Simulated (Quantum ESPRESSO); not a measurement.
# Near-edge structure at the K K edge of K (Im-3m), part 3 of 3

Aim: the near-edge shape at the K K edge of K (Im-3m), and what the core hole does to it.

Quantum ESPRESSO 7.5; X-ray absorption near-edge structure, plane-wave PAW PBEsol, one-electron final states by a Lanczos continued fraction.

So far. Step 8 (Spectrum with XCH, K atom 1): Main maxima below 30 eV (height): 0.9 eV (1.25), 3.6 eV (1.10), 6.8 eV (2.07), 14.3 eV (1.09), 17.8 eV (1.30) and 25.6 eV (1.06).  Step 8 (Spectrum with XCH, K atom 1): The total-energy difference is 3619.05 eV. One term is added: -19.86 eV, since the hole is spin-paired here and a spin-polarised one costs that much less in the free atom (computed apart). The photon energy is then 3599.19 eV. The tabulated edge of the element is 3608.4 eV.

The database entry behind the starting cell lists a temperature near 5 K, so it need not match the best structure at ambient conditions.

## (9) Another broadening

The final state's lifetime shortens with energy, so measured features broaden above the edge; the saved Lanczos coefficients are redrawn with a width that grows.

Contents of xspectra_plot.in:

```
&input_xspectra
   calculation='xanes_dipole', edge='K'
   prefix='x', outdir='tmp', xiabs=1, xe0=1.8611
   xonly_plot=.true., x_save_file='xanes.sav'
   xniter=3000, xcheck_conv=20, xerror=0.005
   xcoordcrys=.false., xepsilon(1)=1, xepsilon(2)=0, xepsilon(3)=0
/
&plot
   xnepoint=413, xemin=-10, xemax=45, terminator=.true., cut_occ_states=.true.
   gamma_mode='variable', gamma_energy(1)=4, gamma_energy(2)=25, gamma_value(1)=0.37, gamma_value(2)=2.5
/
&pseudos
   filecore='../K.wfc'
/
&cut_occ
   cut_desmooth=0.1, cut_stepl=0.05, cut_stepu=0.05, cut_ierror=1e-5
/
6 6 6 0 0 0
```

Started as:

```console
OMP_NUM_THREADS=1 xspectra.x -in xspectra_plot.in > xspectra_plot.out
```

Log:

```text
     [... banner and references ...]
Reading input_file
     -------------------------------------------------------------------------

     calculation: xanes_dipole

     xonly_plot: TRUE
        => only the spectrum plot

     main plot parameters:
        cut_occ_states: TRUE
        gamma_mode:  variable
        -> first, constant up to point ( 4.00, 0.37) [eV]
        -> then, linear up to point (25.00, 2.50) [eV]
        -> finally, constant up to xemax
        xemin [eV]: -10.00
        xemax [eV]:  45.00
        xnepoint:  413
[...]
xemin [eV]: -10.00
        xemax [eV]:  45.00
        xnepoint:  413
        energy-dependent broadening parameter:
         -> first, constant up to point ( 4.00, 0.37) [eV]
         -> then, linear up to point (25.00, 2.50) [eV]
         -> finally, constant up to xemax
        Core level energy [eV]:  -3608.
         (from electron binding energy of neutral atoms in X-ray data booklet)

     Cross-section successfully written in xanes.dat

     -------------------------------------------------------------------------
                                END JOB XSpectra
     -------------------------------------------------------------------------
[key lines of the parts left out:]
Fermi level [eV]:   2.0572
```

Elapsed: 3.1 s, on 1 MPI rank of Arm Neoverse V2, shared host; peak memory 0.05 GiB.

With a Lorentzian half width 0.37 eV up to 4 eV, rising linearly to 2.5 eV at 25 eV, the maxima are 0.9 eV (1.34), 3.6 eV (1.15), 4.7 eV (0.99), 6.8 eV (1.71) and 17.6 eV (1.08).

## (10) Spectrum with XCH, other settings, K atom 1

A test of how far the spectrum depends on this setting.

Changed against the first core-hole run: k mesh from sound to coarse.

Contents of xspectra.in:

```
&input_xspectra
   calculation='xanes_dipole', edge='K'
   prefix='x', outdir='tmp', xiabs=1, xe0=1.8611
   xonly_plot=.false., x_save_file='xanes.sav'
   xniter=3000, xcheck_conv=20, xerror=0.005
   xcoordcrys=.false., xepsilon(1)=1, xepsilon(2)=0, xepsilon(3)=0
/
&plot
   xnepoint=413, xemin=-10, xemax=45, terminator=.true., cut_occ_states=.true.
   xgamma=0.4
/
&pseudos
   filecore='../K.wfc'
/
&cut_occ
   cut_desmooth=0.1, cut_stepl=0.05, cut_stepu=0.05, cut_ierror=1e-5
/
5 5 5 0 0 0
```

Started as:

```console
OMP_NUM_THREADS=1 mpirun --oversubscribe --bind-to none -np 4 xspectra.x -nk 4 -in xspectra.in > xspectra.out
```

Log:

```text
     [... banner and references ...]
Reading input_file

     calculation: xanes_dipole

     xepsilon  [cartesian coordinates]:   1.000000   0.000000   0.000000

     xonly_plot: FALSE
        => complete calculation: Lanczos + spectrum plot

     filecore (core-wavefunction file): ../K.wfc

     main plot parameters:
        cut_occ_states: TRUE
        gamma_mode:  constant
        -> using xgamma [eV]:  0.40
        xemin [eV]: -10.00
        xemax [eV]:  45.00
        xnepoint:  413
        xe0 [eV]:   1.861100 (energy zero read in input file)

[...]
Results of STEP 1 successfully written in x_save_file
     x_save_file name:
     ->  xanes.sav
     x_save_file version:  2

     ... End STEP 1 ...

     ... Begin STEP 2 ...

     The spectrum is calculated using the following parameters:
        xe0 [eV]:    1.8611
        the occupied states are elimintate from the spectrum
        xemin [eV]: -10.00
        xemax [eV]:  45.00
        xnepoint:  413
        constant broadening parameter [eV]:    0.400
        Core level energy [eV]:  -3608.
         (from electron binding energy of neutral atoms in X-ray data booklet)

     Cross-section successfully written in xanes.dat

     ... End STEP 2 ...

                                END JOB XSpectra
```

Wall time 94 s (4 MPI ranks); peak memory 0.23 GiB; 6.2 min of CPU time.

These settings depart from the first run's and aren't meant as converged.

The scaled spectrum changes by 6 % r.m.s. The highest intensity below 24 eV stays at 6.8 eV.

```
E (eV)  first run  this run
  -2.0       0.06      0.06
  -0.5       0.22      0.21
   1.0       1.23      1.23
   2.5       0.51      0.50
   4.0       0.99      1.00
   5.5       0.82      0.82
   7.0       1.95      1.96
   8.5       0.82      0.82
  10.0       0.77      0.76
  11.5       0.93      0.92
  13.0       1.04      1.08
  14.5       1.04      1.00
  16.0       0.99      0.91
  17.5       1.24      1.22
  19.0       1.04      0.94
  20.5       0.84      0.82
  22.0       0.91      0.94
  23.5       1.02      1.17
  25.0       0.95      1.09
  26.5       0.95      0.93
  28.0       0.79      0.95
  29.5       0.81      0.66
  31.0       1.09      1.25
```

## (11) Spectrum with XCH, other settings, K atom 1

A test of how far the spectrum depends on this setting.

Changed against the first core-hole run: Lanczos tolerance from 0.005 to 0.1.

Edit xspectra.in of step 10 so:

```diff
@@ -4,3 +4,3 @@
    xonly_plot=.false., x_save_file='xanes.sav'
-   xniter=3000, xcheck_conv=20, xerror=0.005
+   xniter=3000, xcheck_conv=20, xerror=0.1
    xcoordcrys=.false., xepsilon(1)=1, xepsilon(2)=0, xepsilon(3)=0
```

Log:

```text
     [... banner and references ...]
Reading input_file

     calculation: xanes_dipole

     xepsilon  [cartesian coordinates]:   1.000000   0.000000   0.000000

     xonly_plot: FALSE
        => complete calculation: Lanczos + spectrum plot

     filecore (core-wavefunction file): ../K.wfc

     main plot parameters:
        cut_occ_states: TRUE
        gamma_mode:  constant
        -> using xgamma [eV]:  0.40
        xemin [eV]: -10.00
        xemax [eV]:  45.00
        xnepoint:  413
        xe0 [eV]:   1.861100 (energy zero read in input file)

[...]
Results of STEP 1 successfully written in x_save_file
     x_save_file name:
     ->  xanes.sav
     x_save_file version:  2

     ... End STEP 1 ...

     ... Begin STEP 2 ...

     The spectrum is calculated using the following parameters:
        xe0 [eV]:    1.8611
        the occupied states are elimintate from the spectrum
        xemin [eV]: -10.00
        xemax [eV]:  45.00
        xnepoint:  413
        constant broadening parameter [eV]:    0.400
        Core level energy [eV]:  -3608.
         (from electron binding energy of neutral atoms in X-ray data booklet)

     Cross-section successfully written in xanes.dat

     ... End STEP 2 ...

                                END JOB XSpectra
```

It took 34 s on 4 MPI ranks; peak memory 0.22 GiB.

These settings depart from the first run's and aren't meant as converged.

This run also has another mesh (5×5×5 against 6×6×6), so the 5 % r.m.s. difference can't be laid on the changed setting alone. The highest intensity below 24 eV goes from 6.8 eV (2.07) to 7.0 eV (2.03).

```csv
E (eV),first run,this run
-2.0,0.06,0.06
-0.5,0.22,0.21
1.0,1.23,1.22
2.5,0.51,0.51
4.0,0.99,0.99
5.5,0.82,0.83
7.0,1.95,2.00
8.5,0.82,0.80
10.0,0.77,0.77
11.5,0.93,0.95
13.0,1.04,1.04
14.5,1.04,0.96
16.0,0.99,0.95
17.5,1.24,1.28
19.0,1.04,1.02
20.5,0.84,0.94
22.0,0.91,0.92
23.5,1.02,1.03
25.0,0.95,1.00
26.5,0.95,0.96
28.0,0.79,0.89
29.5,0.81,0.73
31.0,1.09,1.20
```

## (12) Supercell with FCH, K atom 1

The holes are 7.4 Å apart. The excited electron is left out and a uniform background balances the charge.

Changed against the first core-hole run: core hole to FCH.

Contents of scf.in:

```
&control
   calculation='scf', prefix='x', pseudo_dir='../pp', outdir='tmp', tprnfor=.true.
/
&system
   ibrav=0, nat=4, ntyp=2, nbnd=22
   ecutwfc=45, ecutrho=310
   occupations='smearing', smearing='mv', degauss=0.015
   tot_charge=1
/
&electrons
   conv_thr=4.0e-08, electron_maxstep=120
   mixing_beta=0.5
/
ATOMIC_SPECIES
K0 1.0 K.pbesol-spn-kjpaw-1sch.UPF
K 1.0 K.pbesol-spn-kjpaw.UPF
CELL_PARAMETERS angstrom
  5.22500000 -5.22500000 0.00000000
  5.22500000 0.00000000 -5.22500000
  5.22500000 0.00000000 5.22500000
ATOMIC_POSITIONS crystal
K0   0.00000000 0.00000000 0.00000000
K    0.00000000 0.50000000 0.50000000
K    0.50000000 0.75000000 0.25000000
K    0.50000000 0.25000000 0.75000000
K_POINTS automatic
5 5 5 0 0 0
```

Started as:

```console
OMP_NUM_THREADS=1 mpirun --oversubscribe --bind-to none -np 4 pw.x -nk 4 -in scf.in > scf.out
```

Log:

```text
     [... banner and references ...]
[banner, memory and clock lines left out]
using ibrav=0 with symmetry is DISCOURAGED, use correct ibrav instead

     G-vector sticks info

     bravais-lattice index     =            0
     lattice parameter (alat)  =      13.9637  a.u.
     unit-cell volume          =    1925.2427 (a.u.)^3
     number of atoms/cell      =            4
     number of atomic types    =            2
     number of electrons       =        36.00
     number of Kohn-Sham states=           22
     kinetic-energy cutoff     =      45.0000  Ry
     charge density cutoff     =     310.0000  Ry
     scf convergence threshold =      4.0E-08
     mixing beta               =       0.5000
     number of iterations used =            8  plain     mixing
     Exchange-correlation= SLA  PW   PSX  PSC
                           (   1   4  10   8   0   0   0)

     celldm(1)=  13.963689  celldm(2)=   0.000000  celldm(3)=   0.000000
     celldm(4)=   0.000000  celldm(5)=   0.000000  celldm(6)=   0.000000

     crystal axes: (cart. coord. in units of alat)
               a(1) = (   0.707107  -0.707107   0.000000 )
               a(2) = (   0.707107   0.000000  -0.707107 )
               a(3) = (   0.707107   0.000000   0.707107 )

     reciprocal axes: (cart. coord. in units 2 pi/alat)
               b(1) = (  0.000000 -1.414214  0.000000 )
               b(2) = (  0.707107  0.707107 -0.707107 )
               b(3) = (  0.707107  0.707107  0.707107 )

     ../pp/K.pbesol-spn-kjpaw-1sch.UPF
     Pseudo is Projector augmented-wave + core cor, Zval = 10.0
     Shape of augmentation charge: PSQ
[...]
k = 0.4243 0.4243 0.1414 (  9819 PWs)   bands (ev):

[...]
k =-0.1414-0.1414-0.4243 (  9821 PWs)   bands (ev):

[...]
k = 0.0000 0.0000-0.2828 (  9785 PWs)   bands (ev):

[...]
k = 0.5657 0.5657-0.0000 (  9831 PWs)   bands (ev):

[...]
k = 0.0000 0.0000-0.5657 (  9817 PWs)   bands (ev):

[...]
0.5198   1.6228   2.1474   2.2009   2.5572   2.5574

          k = 0.5657 0.2828-0.0000 (  9814 PWs)   bands (ev):

   -40.2655 -29.8570 -29.6909 -29.6908 -22.9174 -22.9174 -22.9174 -13.4001
   -13.3989 -13.3978 -13.2406 -13.2372 -13.2344 -13.2319 -13.2297 -13.2289
     0.6745   1.5395   1.7843   1.9884   2.7392   2.7813

     the Fermi energy is     1.8188 ev

!    total energy              =    -450.26023600 Ry
     total all-electron energy =     -4544.737665 Ry
     estimated scf accuracy    <          1.2E-09 Ry
     smearing contrib. (-TS)   =      -0.00015189 Ry
     internal energy E=F+TS    =    -450.26008411 Ry

     The total energy is F=E-TS. E is the sum of the following terms:
     one-electron contribution =    -155.65532919 Ry
     hartree contribution      =      80.66415400 Ry
     xc contribution           =     -44.45864607 Ry
     ewald contribution        =    -126.28449748 Ry
     one-center paw contrib.   =    -204.52576536 Ry

     convergence has been achieved in  10 iterations

     Forces acting on atoms (cartesian axes, Ry/au):

     atom    1 type  1   force =    -0.00000000   -0.00000000    0.00000000
     atom    2 type  2   force =    -0.00000000   -0.00000000   -0.00000000
     atom    3 type  2   force =     0.00000000    0.00000000    0.00000000
     atom    4 type  2   force =    -0.00000000   -0.00000000   -0.00000000

     Total force =     0.000000     Total SCF correction =     0.000000

     XML data file, charge density, pseudopotentials, collected wavefunctions
```

Run time: 24 s. Hardware: 4 MPI ranks; peak memory 0.29 GiB.

Energy with the hole: -61834.306 eV, cores included.

## (13) Spectrum with FCH, K atom 1

Changed against the first core-hole run: core hole to FCH.

Contents of xspectra.in:

```
&input_xspectra
   calculation='xanes_dipole', edge='K'
   prefix='x', outdir='tmp', xiabs=1, xe0=1.8188
   xonly_plot=.false., x_save_file='xanes.sav'
   xniter=3000, xcheck_conv=20, xerror=0.005
   xcoordcrys=.false., xepsilon(1)=1, xepsilon(2)=0, xepsilon(3)=0
/
&plot
   xnepoint=413, xemin=-10, xemax=45, terminator=.true., cut_occ_states=.true.
   xgamma=0.4
/
&pseudos
   filecore='../K.wfc'
/
&cut_occ
   cut_desmooth=0.1, cut_stepl=0.05, cut_stepu=0.05, cut_ierror=1e-5
/
6 6 6 0 0 0
```

Started as:

```console
OMP_NUM_THREADS=1 mpirun --oversubscribe --bind-to none -np 4 xspectra.x -nk 4 -in xspectra.in > xspectra.out
```

Log:

```text
     [... banner and references ...]
Reading input_file

     calculation: xanes_dipole

     xepsilon  [cartesian coordinates]:   1.000000   0.000000   0.000000

     xonly_plot: FALSE
        => complete calculation: Lanczos + spectrum plot

     filecore (core-wavefunction file): ../K.wfc

     main plot parameters:
        cut_occ_states: TRUE
        gamma_mode:  constant
        -> using xgamma [eV]:  0.40
        xemin [eV]: -10.00
        xemax [eV]:  45.00
        xnepoint:  413
        xe0 [eV]:   1.818800 (energy zero read in input file)

[...]
Results of STEP 1 successfully written in x_save_file
     x_save_file name:
     ->  xanes.sav
     x_save_file version:  2

     ... End STEP 1 ...

     ... Begin STEP 2 ...

     The spectrum is calculated using the following parameters:
        xe0 [eV]:    1.8188
        the occupied states are elimintate from the spectrum
        xemin [eV]: -10.00
        xemax [eV]:  45.00
        xnepoint:  413
        constant broadening parameter [eV]:    0.400
        Core level energy [eV]:  -3608.
         (from electron binding energy of neutral atoms in X-ray data booklet)

     Cross-section successfully written in xanes.dat

     ... End STEP 2 ...

                                END JOB XSpectra
```

It took 2.8 min on 4 MPI ranks; peak memory 0.23 GiB; 11 min of CPU time.

```csv
E (eV),first run,this run
-2.0,0.06,0.06
-1.0,0.12,0.13
0.0,0.54,0.52
1.0,1.23,1.31
2.0,0.46,0.52
3.0,0.78,0.64
4.0,0.99,1.10
5.0,0.89,0.97
6.0,1.06,0.92
7.0,1.95,2.06
8.0,0.98,1.13
9.0,0.84,0.79
10.0,0.77,0.78
11.0,0.86,0.84
12.0,1.02,0.95
13.0,1.04,1.03
14.0,1.05,0.99
15.0,0.89,0.95
16.0,0.99,1.03
17.0,1.18,1.11
18.0,1.28,1.28
19.0,1.04,1.09
20.0,0.96,0.99
21.0,0.83,0.82
22.0,0.91,0.88
23.0,1.02,1.03
24.0,1.03,1.04
25.0,0.95,0.89
26.0,1.01,1.04
27.0,1.04,0.98
28.0,0.79,0.86
29.0,0.74,0.74
30.0,0.82,0.81
31.0,1.09,1.05
32.0,1.27,1.27
```

The scaled spectrum changes by 9 % r.m.s. The highest intensity below 24 eV goes from 6.8 eV (2.07) to 7.1 eV (2.07).

The photon energy of the zero moves by -0.02 eV.

## (14) What the core hole does

Both curves are counted from their own zero, so only the shift of weight within the empty states shows.

```csv
E (eV),no hole,XCH
-2.0,0.05,0.06
-1.0,0.09,0.12
0.0,0.35,0.54
1.0,0.76,1.23
2.0,0.65,0.46
3.0,0.60,0.78
4.0,0.60,0.99
5.0,0.67,0.89
6.0,0.79,1.06
7.0,1.64,1.95
8.0,1.59,0.98
9.0,0.79,0.84
10.0,0.91,0.77
11.0,0.88,0.86
12.0,1.14,1.02
13.0,1.17,1.04
14.0,1.20,1.05
15.0,0.91,0.89
16.0,0.97,0.99
17.0,1.10,1.18
18.0,1.22,1.28
19.0,1.49,1.04
20.0,1.22,0.96
21.0,1.01,0.83
22.0,0.96,0.91
23.0,0.94,1.02
24.0,1.05,1.03
25.0,1.04,0.95
26.0,1.21,1.01
27.0,1.24,1.04
28.0,1.01,0.79
29.0,0.85,0.74
30.0,0.66,0.82
31.0,1.06,1.09
32.0,1.13,1.27
```

With each curve scaled to its own mean, the area from −2 to 6 eV with the hole is 5.4 against 4.1, and the centre of weight from −1 to 20 eV moves by -0.7 eV: the hole pulls the absorber's empty states down.

## (15) Outcome

- absorber and edge: K K, atom 1 of the ground-state input (counted from 1)
- surroundings: 8 K at 4.52 Å and 6 K at 5.22 Å (cube and octahedron, as in bcc, site symmetry m-3m)
- highest intensity below 24 eV: 6.8 eV above the zero, height 2.07
- photon energy of the zero, with the added terms: 3599.2 eV (raw 3619.1 eV; PBEsol puts this hole about 5 eV below PBE, itself good to a few eV)

**Reading.** The K K edge of atom 1, with 8 K at 4.52 Å and 6 K at 5.22 Å (cube and octahedron, as in bcc, site symmetry m-3m), has its highest intensity of the first 24 eV at 6.8 eV above the zero, near 3606 eV in photon energy (PBEsol puts this hole about 5 eV below PBE, itself good to a few eV), 2.1 times the mean level of the first 20 eV (Lorentzian half width 0.4 eV). With each curve scaled to its own mean, the area from −2 to 6 eV with the hole is 5.4 against 4.1, and the centre of weight from −1 to 20 eV moves by -0.7 eV: the hole pulls the absorber's empty states down. Changing the core hole to FCH alters the shape by 9 % r.m.s., a modest effect on the whole. The structure is a published determination, not relaxed.

[Banner, clock and machine lines of the logs are left out without a mark of their own.]

[Logs are printed without paths, hosts, clocks, repeated set-up lines and the standing remarks that a program may print on its own settings, such as how far it seeks lower states.]

[Hosts, paths, dates, database ids (printed as entryN), source tags and the programs' standing remarks are cut or masked in the printed files.]

[Lists of maxima count a maximum above −3 eV only where it reaches 4 % of the highest in the window and stands out from its surroundings by 2 % of it (1.5 % where it reaches 55 %); shoulders and weaker maxima are passed over, and of the rest the first, up to two pre-edge ones and the few strongest are named.]
